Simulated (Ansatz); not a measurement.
# AlCo (Pm-3m): the Drude term of Re ε in the infrared

Re ε of AlCo (Pm-3m) at low photon energies is read from one computed spectrum; the carriers' damping was typed as γ = 0.05 eV.

Cell: a, b, c = 2.819, 2.819, 2.819 Å (primitive vectors), 2 atoms.

Method: Ansatz 0.2.0, PBE, independent particles, k-mesh 14×14×14 with interpolation inside its cells, Gaussian parameter 0.1 eV.

Launch of the response step: `ansatz run input.yaml --threads 4 --pin off --max-ram 8192MiB --backend cpu --events-out ev --progress --plain --runs-dir out`. The run took 9 s, on 4 threads of Intel(R) Xeon(R) Processor @ 2.70GHz, on a shared host.

| photon energy E (eV) | wavelength (µm) | Re ε |
| --- | --- | --- |
| 0.25 | 4.96 | -191.3 |
| 0.30 | 4.13 | -118.4 |
| 0.35 | 3.54 | -75.2 |
| 0.40 | 3.10 | -49.1 |
| 0.50 | 2.48 | -23.7 |
| 0.60 | 2.07 | ? |
| 0.70 | 1.77 | -8.7 |

A Drude term over a constant background gives Re ε = ε_b − ωp²/(E² + γ²), linear in 1/(E² + γ²).

Working, on the rows shown:

| x = 1/(E² + γ²) (eV⁻²) | y = Re ε |
| --- | --- |
| 15.3846 | -191.3 |
| 10.8108 | -118.4 |
| 8 | -75.2 |
| 6.15385 | -49.1 |
| 3.9604 | -23.7 |
| 2.03046 | -8.7 |

Means: x̄ = 7.7234, ȳ = -77.733. Σ(x − x̄)(y − ȳ) = -1636, Σ(x − x̄)² = 117.3. Slope = -1636 / 117.3 = -13.94; intercept = ȳ − slope · x̄ = 29.964. The line misses the rows shown by at most 10.

Problem. Fill in the last column of the withheld row.

Solution. At x = 2.7586 the line gives y = -8.503. The run gave -13.5, so the interpolation is off by 5, 3 % of the range in the table.

Refitted with all rows, the slope is -13.79 and the intercept 28.173. These give ωp = √(−slope) = 3.71 eV, against 4.02 eV from the program's Fermi-surface sum, and an intercept of 28.2. Taking the program's Drude term off the rows leaves 58 at the lowest energy and 24 at the highest, so the background isn't constant: interband transitions lie in or near the window, and neither fitted number can be trusted. The values come from a sum over the points of one k-mesh and carry its error, which is largest for Fermi-surface quantities.
